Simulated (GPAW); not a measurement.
## Optical response of ScAl3

Aim: the dielectric function of ScAl3, and the optical constants that follow from it.

Method: DFT, PBE, plane-wave PAW (GPAW data sets), scalar-relativistic, RPA, optical limit, in GPAW 26.7.0.

**1. The starting structure**

Symmetry: Pm-3m, No. 221, cubic system. Conventional cell: a = 4.088 Å, b = 4.088 Å, c = 4.088 Å, α = 90.00°, β = 90.00°, γ = 90.00°. Nearest to Sc lie 12 Al at 2.89 Å. Nearest to Al lie 8 Al at 2.89 Å and 4 Sc at 2.89 Å. Farther neighbours are not listed.

**2. Ground state**

First the ground state: is it a metal or has it a gap?

This step: DFT, PBE, plane-wave PAW (GPAW data sets), scalar-relativistic, ground state (GPAW 26.7.0).

File gs.py:

```python
from ase import Atoms
from ase.dft.bandgap import bandgap
from gpaw import GPAW, PW, FermiDirac

atoms = Atoms(['Sc', 'Al', 'Al', 'Al'],
              cell=[[4.087806570000, 0.000000000000, 0.000000000000],
                    [0.000000000000, 4.087806570000, 0.000000000000],
                    [0.000000000000, 0.000000000000, 4.087806570000]],
              scaled_positions=[[0.000000000000, 0.000000000000, 0.000000000000],
                                [0.500000000000, 0.500000000000, 0.000000000000],
                                [0.000000000000, 0.500000000000, 0.500000000000],
                                [0.500000000000, 0.000000000000, 0.500000000000]],
              pbc=[True, True, True])
atoms.calc = GPAW(mode=PW(500), xc='PBE', kpts={'size': (6, 6, 6), 'gamma': True},
                  occupations=FermiDirac(0.05), maxiter=150, txt='gs.txt')
print('energy (eV)', atoms.get_potential_energy())
print('Fermi level (eV)', atoms.calc.get_fermi_level())
print('valence electrons', atoms.calc.get_number_of_electrons())
print('gap (eV)', bandgap(atoms.calc, output=None)[0])
print('direct gap (eV)', bandgap(atoms.calc, direct=True, output=None)[0])
atoms.calc.write('gs.gpw')
```

Run with:

```
$ OMP_NUM_THREADS=1 python gs.py
```

Numbers of over 12 decimals in the logs are rounded to 6 here.

The log of the run:

```text
__  _  _
 | _ |_)|_||  |
 |__||  | ||/\| - 26.7.0

Versions:
  Python: 3.12.14
  ASE:    3.29.0
  Numpy:  2.5.5
  Scipy:  1.18.1
  Libxc:  7.0.0

Input parameters:
  mode=PW(ecut=500.0),
  kpts=MonkhorstPack(size=(6, 6, 6), gamma=True),
  maxiter=150,
  occupations=Occupations(name='fermi-dirac', width=0.05, fixmagmom=False),
  xc=XC(name='PBE')

Diagonalizing LCAO Hamiltonian
Converting LCAO to pw mode
    .---------.
   /|         |
  / |         |
 *  |         |
 | Al         |
 |  .---------.
 | /  All    /
 |/         /
 Sc--------*

Atoms  # Å, Bohr magnetons
|   | symbol |        x |        y |        z |    initial magnetic moments |
| 0 |     Sc | 0.000000 | 0.000000 | 0.000000 | ( 0.0000,  0.0000,  0.0000) |
| 1 |     Al | 2.043903 | 2.043903 | 0.000000 | ( 0.0000,  0.0000,  0.0000) |
| 2 |     Al | 0.000000 | 2.043903 | 2.043903 | ( 0.0000,  0.0000,  0.0000) |
| 3 |     Al | 2.043903 | 0.000000 | 2.043903 | ( 0.0000,  0.0000,  0.0000) |

Unit cell  # Å
| periodic |        x |        y |        z |  lengths |    angles |
|      yes | 4.087807 | 0.000000 | 0.000000 | 4.087807 | 90.000000 |
|      yes | 0.000000 | 4.087807 | 0.000000 | 4.087807 | 90.000000 |
|      yes | 0.000000 | 0.000000 | 4.087807 | 4.087807 | 90.000000 |

Number of symmetries: 48
Symmetry operations  # r_c * U_cc + t_c -> r_c
|    | kind |            matrix            |
|  0 |  E   |  1, 0, 0,  0, 1, 0,  0, 0, 1 |
|  1 |  σ   |  1, 0, 0,  0, 1, 0,  0, 0,-1 |
|  2 |  σ   |  1, 0, 0,  0, 0, 1,  0, 1, 0 |
|  3 |  C4  |  1, 0, 0,  0, 0, 1,  0,-1, 0 |
|  4 |  C4  |  1, 0, 0,  0, 0,-1,  0, 1, 0 |
|  5 |  σ   |  1, 0, 0,  0, 0,-1,  0,-1, 0 |
|  6 |  σ   |  1, 0, 0,  0,-1, 0,  0, 0, 1 |
|  7 |  C2  |  1, 0, 0,  0,-1, 0,  0, 0,-1 |
|  8 |  σ   |  0, 1, 0,  1, 0, 0,  0, 0, 1 |
|  9 |  C2  |  0, 1, 0,  1, 0, 0,  0, 0,-1 |
| 10 |  C3  |  0, 1, 0,  0, 0, 1,  1, 0, 0 |
| 11 |  S6  |  0, 1, 0,  0, 0, 1, -1, 0, 0 |
| 12 |  S6  |  0, 1, 0,  0, 0,-1,  1, 0, 0 |
| 13 |  C3  |  0, 1, 0,  0, 0,-1, -1, 0, 0 |
| 14 |  C4  |  0, 1, 0, -1, 0, 0,  0, 0, 1 |
| 15 |  S4  |  0, 1, 0, -1, 0, 0,  0, 0,-1 |
| 16 |  C3  |  0, 0, 1,  1, 0, 0,  0, 1, 0 |
| 17 |  S6  |  0, 0, 1,  1, 0, 0,  0,-1, 0 |
| 18 |  σ   |  0, 0, 1,  0, 1, 0,  1, 0, 0 |
| 19 |  C4  |  0, 0, 1,  0, 1, 0, -1, 0, 0 |
| 20 |  C2  |  0, 0, 1,  0,-1, 0,  1, 0, 0 |
| 21 |  S4  |  0, 0, 1,  0,-1, 0, -1, 0, 0 |
| 22 |  S6  |  0, 0, 1, -1, 0, 0,  0, 1, 0 |
| 23 |  C3  |  0, 0, 1, -1, 0, 0,  0,-1, 0 |
| 24 |  S6  |  0, 0,-1,  1, 0, 0,  0, 1, 0 |
| 25 |  C3  |  0, 0,-1,  1, 0, 0,  0,-1, 0 |
| 26 |  C4  |  0, 0,-1,  0, 1, 0,  1, 0, 0 |
| 27 |  σ   |  0, 0,-1,  0, 1, 0, -1, 0, 0 |
| 28 |  S4  |  0, 0,-1,  0,-1, 0,  1, 0, 0 |
| 29 |  C2  |  0, 0,-1,  0,-1, 0, -1, 0, 0 |
| 30 |  C3  |  0, 0,-1, -1, 0, 0,  0, 1, 0 |
| 31 |  S6  |  0, 0,-1, -1, 0, 0,  0,-1, 0 |
| 32 |  C4  |  0,-1, 0,  1, 0, 0,  0, 0, 1 |
| 33 |  S4  |  0,-1, 0,  1, 0, 0,  0, 0,-1 |
| 34 |  S6  |  0,-1, 0,  0, 0, 1,  1, 0, 0 |
| 35 |  C3  |  0,-1, 0,  0, 0, 1, -1, 0, 0 |
| 36 |  C3  |  0,-1, 0,  0, 0,-1,  1, 0, 0 |
| 37 |  S6  |  0,-1, 0,  0, 0,-1, -1, 0, 0 |
| 38 |  σ   |  0,-1, 0, -1, 0, 0,  0, 0, 1 |
| 39 |  C2  |  0,-1, 0, -1, 0, 0,  0, 0,-1 |
| 40 |  σ   | -1, 0, 0,  0, 1, 0,  0, 0, 1 |
| 41 |  C2  | -1, 0, 0,  0, 1, 0,  0, 0,-1 |
| 42 |  C2  | -1, 0, 0,  0, 0, 1,  0, 1, 0 |
| 43 |  S4  | -1, 0, 0,  0, 0, 1,  0,-1, 0 |
| 44 |  S4  | -1, 0, 0,  0, 0,-1,  0, 1, 0 |
| 45 |  C2  | -1, 0, 0,  0, 0,-1,  0,-1, 0 |
| 46 |  C2  | -1, 0, 0,  0,-1, 0,  0, 0, 1 |
| 47 |  i   | -1, 0, 0,  0,-1, 0,  0, 0,-1 |

BZ-sampling:
  Number of BZ points: 216
  Number of IBZ points: 20

  Monkhorst-Pack size: [6, 6, 6]
  Monkhorst-Pack shift: [0.083333, 0.083333, 0.083333]

K-points  # in reciprocal-cell coordinates
|     |                                coordinates |     weight |
|   0 | (  0.00000000,   0.00000000,   0.00000000) | 0.00462963 |
|   1 | (  0.16666667,   0.00000000,   0.00000000) | 0.02777778 |
|   2 | (  0.16666667,   0.16666667,   0.00000000) | 0.05555556 |
|   3 | (  0.16666667,   0.16666667,   0.16666667) | 0.03703704 |
|   4 | (  0.33333333,   0.00000000,   0.00000000) | 0.02777778 |
|   5 | (  0.33333333,   0.16666667,   0.00000000) | 0.11111111 |
|   6 | (  0.33333333,   0.16666667,   0.16666667) | 0.11111111 |
|   7 | (  0.33333333,   0.33333333,   0.00000000) | 0.05555556 |
|   8 | (  0.33333333,   0.33333333,   0.16666667) | 0.11111111 |
|   9 | (  0.33333333,   0.33333333,   0.33333333) | 0.03703704 |
| ... |                                            |            |
|  19 | (  0.50000000,   0.50000000,   0.50000000) | 0.00462963 |

Plane wave coefficients: 1755
Cutoff: 500.0 eV

Spin-components: 1 (collinear spins)
Bands:           16
Projectors:      21
Spin-degeneracy: 2
Datatype:        complex128

Parallelization:
  kpt:    1
  domain: 1
  band:   1

Density:
  Valence electrons: 20.0
  Components: 1
  Grid points: [24 24 24]
  Charge: 0.0  # |e|

Potential:
  Grid points: [24 24 24]

species:
  Sc:
    name:    Scandium
    id:
    Z:       21.0
    valence: 11
    core:    10
    charge:  0.0  # [|e|]
    compensation charges:
      type: gauss
      rc: 0.39  # [Å]
      lmax: 2
    cutoffs:
      filter: 2.14  # [Å]
      core: 1.08  # [Å]
    projectors
    | kind |    occ | energy [eV] | rcut [Å] |
    |   3s |  2.000 |     -55.031 |    1.228 |
    |   4s |  2.000 |      -4.183 |    1.228 |
    |   3p |  6.000 |     -33.625 |    1.281 |
    |   4p |  0.000 |      -1.467 |    1.281 |
    |   3d |  1.000 |      -3.233 |    1.196 |
    |    d |        |      23.979 |    1.196 |

    Using partial waves for Sc as LCAO basis

  Al:
    name:    Aluminium
    id:
    Z:       13.0
    valence: 3
    core:    10
    charge:  0.0  # [|e|]
    compensation charges:
      type: gauss
      rc: 0.34  # [Å]
      lmax: 2
    cutoffs:
      filter: 1.91  # [Å]
      core: 2.36  # [Å]
    projectors
    | kind |    occ | energy [eV] | rcut [Å] |
    |   3s |  2.000 |      -7.753 |    1.085 |
    |   3p |  1.000 |      -2.712 |    1.085 |
    |    s |        |      19.459 |    1.085 |
    |    p |        |      24.499 |    1.085 |
    |    d |        |       0.000 |    1.085 |

    Using partial waves for Al as LCAO basis

Reference energy: -40599.152915  # eV

eigensolver:
  PPCG
  Converge bands: occupied
  niter=2

density mixing:
  MSR1-Mixer
  Pratt-step length: 0.05
  Maximum mixing coefficient: 0.75
  Old densities: 10
  SVD Regularization: 0.005
  Good broyden scale: 1.0
  Trust region scale: 1.0
  Backstep threshold: 4.0
  History deletion threshold: 6.0
  Fourier metric: weight=20.0, sigma=0.015

occupation numbers:
  Fermi-Dirac:
    width: 0.0500  # eV

poisson solver:
  ecut: 4000.0  # eV

xc functional:
  name: PBE with 2 nearest neighbor stencil

convergence criteria:
- Maximum [total energy] change in last 3 cyles: 0.0005 eV / valence electron
- Maximum integral of absolute [dens]ity change: 0.0001 electrons / valence electron
- Maximum integral of absolute [eigenst]ate change: 4e-08 eV^2 / valence electron
maximum number of iterations: 150

SCF iterations
|iter     |      energy | eigst |  dens |
|iter:   1||  -17.720992 | +0.47 |       |
|iter:   2||  -17.728261 | -0.60 | -1.16 |
|iter:   3||  -17.758211 | -1.10 | -1.19 |
|iter:   4||  -17.710734 | -1.05 | -1.55 |
|iter:   5||  -17.686648 | -1.77 | -1.73 |
|iter:   6||  -17.687162 | -2.43 | -2.48 |
|iter:   7||  -17.687033c| -3.76 | -2.93 |
|iter:   8||  -17.687035c| -4.98 | -3.97 |
|iter:   9||  -17.687035c| -6.71 | -4.48c|
|iter:  10||  -17.687035c| -7.62c| -5.26c|

Converged in 10 steps
SCF loop duration: 9.884 s (0.988 s/step)
Energy contributions relative to reference atoms: (reference = -40599.152915)

Energy contributions:
  Kinetic:          15.608596
  Coulomb:          -8.720105
  Zero:              0.147320
  External:          0.000000
  Xc:              -24.714531
  Entropy:          -0.016630
  Spinorbit:         0.000000
  ----------------------------
  Free energy:     -17.695350
  Extrapolated:    -17.687035

dipole moment: (-17.898878, -17.898878, -17.898878)  # |e|*Ang

Fermi level: 7.497
Eigenvalues  # (at kpt = [0.000, 0.000, 0.000])
| band index |      eig [eV] | occ [0-2] |
|          0 |       -41.617 |     2.000 |
|        ... |               |           |
|          2 |       -20.321 |     2.000 |
|          3 |       -20.321 |     2.000 |
|          4 |        -2.656 |     2.000 |
|          5 |         4.754 |     2.000 |
|          6 |         4.754 |     2.000 |
|          7 |         5.553 |     2.000 |
|          8 |         5.553 |     2.000 |
|          9 |         5.553 |     2.000 |
|         10 |         8.642 |     0.000 |
|         11 |         8.682 |     0.000 |
|         12 |         8.682 |     0.000 |
|         13 |         8.682 |     0.000 |
|         14 |        12.154 |     0.000 |
|         15 |        12.154 |     0.000 |

No gap
No difference between direct/indirect transitions

--- standard output ---
energy (eV) -17.687035
Fermi level (eV) 7.496605
valence electrons 20.0
gap (eV) 0.0
direct gap (eV) 0.0
```

Run time: 12 s. Hardware: 1 thread of Arm Neoverse V2, shared host; peak memory 0.16 GiB.

Numbers from this step:

- energy: -17.69 eV
- Fermi energy: 7.497 eV
- electrons: 20

There are states at the Fermi level within the smearing, so the occupations stay smeared and the carriers get a Drude term.

**3. Bands for the response**

At the fixed density, many empty bands are solved on the mesh of the response, since the spectrum sums over them.

This step: DFT, PBE, plane-wave PAW (GPAW data sets), scalar-relativistic, bands at fixed density (GPAW 26.7.0).

File nscf.py:

```python
from ase.dft.bandgap import bandgap
from gpaw import GPAW, FermiDirac

calc = GPAW('gs.gpw').fixed_density(kpts={'size': (11, 11, 11), 'gamma': True}, nbands=66, convergence={'bands': 60},
                                    occupations=FermiDirac(0.05), txt='nscf.txt')
print('gap (eV)', bandgap(calc, output=None)[0])
print('direct gap (eV)', bandgap(calc, direct=True, output=None)[0])
print('top band over the Fermi level (eV)', min(calc.get_eigenvalues(kpt=k)[59] for k in range(len(calc.get_ibz_k_points()))) - calc.get_fermi_level())
calc.write('full.gpw', mode='all')
```

Run with:

```
$ OMP_NUM_THREADS=1 python nscf.py
```

The log of the run:

```text
Diagonalizing LCAO Hamiltonian
Converting LCAO to pw mode
convergence criteria:
- Maximum integral of absolute [eigenst]ate change: 4e-08 eV^2 / valence electron
maximum number of iterations: 150

SCF iterations
|iter     |      energy | eigst |  dens |
|iter:   1||             | +4.01 |       |
|iter:   2||             | +2.71 |       |
|iter:   3||             | +1.67 |       |
|iter:   4||             | +0.57 |       |
|iter:   5||             | -0.25 |       |
|iter:   6||             | -1.06 |       |
|iter:   7||             | -1.82 |       |
|iter:   8||             | -2.59 |       |
|iter:   9||             | -3.39 |       |
|iter:  10||             | -4.20 |       |
|iter:  11||             | -4.94 |       |
|iter:  12||             | -5.58 |       |
|iter:  13||             | -6.08 |       |
|iter:  14||             | -6.51 |       |
|iter:  15||             | -6.88 |       |
|iter:  16||             | -7.22 |       |
|iter:  17||             | -7.54c|       |
SCF steps: 17
  __  _  _
 | _ |_)|_||  |
 |__||  | ||/\| - 26.7.0

Versions:
  Python: 3.12.14
  ASE:    3.29.0
  Numpy:  2.5.5
  Scipy:  1.18.1
  Libxc:  7.0.0

Input parameters:
  mode=PW(ecut=500.0),
  convergence={'bands': 60},
  gpts=array([24, 24, 24]),
  kpts=MonkhorstPack(size=(11, 11, 11), gamma=True),
  maxiter=150,
  nbands=66,
  occupations=Occupations(name='fermi-dirac', width=0.05, fixmagmom=False),
  parallel={},
  xc=XC(name='PBE')

--- standard output ---
gap (eV) 0.0
direct gap (eV) 0.0
top band over the Fermi level (eV) 34.196948
```

Wall time 3.1 min (1 thread); peak memory 0.28 GiB.

**4. Dielectric function, RPA**

Transitions between filled and empty bands, summed over the zone, give the optical response, so mesh, band count and broadening shape it.

The induced potential is part of this response.

This step: DFT, PBE, plane-wave PAW (GPAW data sets), scalar-relativistic, RPA, optical limit (GPAW 26.7.0).

File df.py:

```python
from gpaw.response.df import DielectricFunction

df = DielectricFunction('full.gpw', frequencies={'type': 'nonlinear', 'domega0': 0.03, 'omega2': 8},
                        ecut=50,
                        eta=0.15,
                        nbands=60,
                        rate=0.05,
                        txt='df.txt')
for direction in ['x']:
    df.get_dielectric_function(xc='RPA', direction=direction, filename=f'df_{direction}.csv')
```

Run with:

```
$ OMP_NUM_THREADS=1 python df.py
```

The log of the run:

```text
Using integrator: PointIntegrator
NonLinearFrequencyDescriptor(from 0.000 to 87.150 eV, 528 points)
Nonperiodic BCs:  [False False False]
Using integrator: PointIntegrator
NonLinearFrequencyDescriptor(from 0.000 to 87.150 eV, 528 points)
Nonperiodic BCs:  [False False False]
Using integrator: PointIntegrator

Calculating chi0 body with:
    Ground state adapter containing:
    Number of spins: 1
    Number of kpoints: 1331
    Number of irreducible kpoints: 56
    Number of completely occupied states: 8
    Number of partially occupied states: 12

    Linear response parametrization:
    q_c: [0.0, 0.0, 0.0]
    Number of frequency points: 528
    Planewave cutoff: 50.0
    Number of bands: 60
    Number of planewaves: 57
    Broadening (eta): 0.15

Integrating chi0 body.

Symmetries of q_c:
    Direct symmetries (Uq -> q): 48
    Indirect symmetries (TUq -> q): 0
In total 48 allowed symmetries.

56 groups of equivalent kpoints. 95.792637% reduction.

Integral kind: spectral function

Calculating chi0 optical extensions with:
    Ground state adapter containing:
    Number of spins: 1
    Number of kpoints: 1331
    Number of irreducible kpoints: 56
    Number of completely occupied states: 8
    Number of partially occupied states: 12

    Linear response parametrization:
    Number of frequency points: 528
    Planewave cutoff: 50.0
    Number of bands: 60
    Number of planewaves: 57
    Broadening (eta): 0.15
Integrating chi0 head and wings.

Symmetries of q_c:
    Direct symmetries (Uq -> q): 48
    Indirect symmetries (TUq -> q): 0
In total 48 allowed symmetries.

56 groups of equivalent kpoints. 95.792637% reduction.

Integral kind: spectral function wings

Calculating drude chi0 with:
    Number of frequency points:528
    Plasma frequency decay rate: 0.05 eV

    Ground state adapter containing:
    Number of spins: 1
    Number of kpoints: 1331
    Number of irreducible kpoints: 56
    Number of completely occupied states: 8
    Number of partially occupied states: 12

Symmetries of q_c:
    Direct symmetries (Uq -> q): 48
    Indirect symmetries (TUq -> q): 0
In total 48 allowed symmetries.

56 groups of equivalent kpoints. 95.792637% reduction.

Integral kind: intraband
Plasma frequency:
[[5.61-0.j 0.  -0.j 0.  +0.j]
 [0.  -0.j 5.61-0.j 0.  +0.j]
 [0.  +0.j 0.  +0.j 5.61-0.j]]
```

It took 24 s on 1 thread; peak memory 0.32 GiB.

[end of part 1 of 2]

[Machine, clock and banner lines and Python warnings are left out of the logs.]

[Logs are printed without paths, hosts, clocks, repeated set-up lines and the standing remarks that a program may print on its own settings, such as how far it seeks lower states.]

[Hosts, paths, dates, database ids (printed as entryN), source tags and the programs' standing remarks are cut or masked in the printed files.]
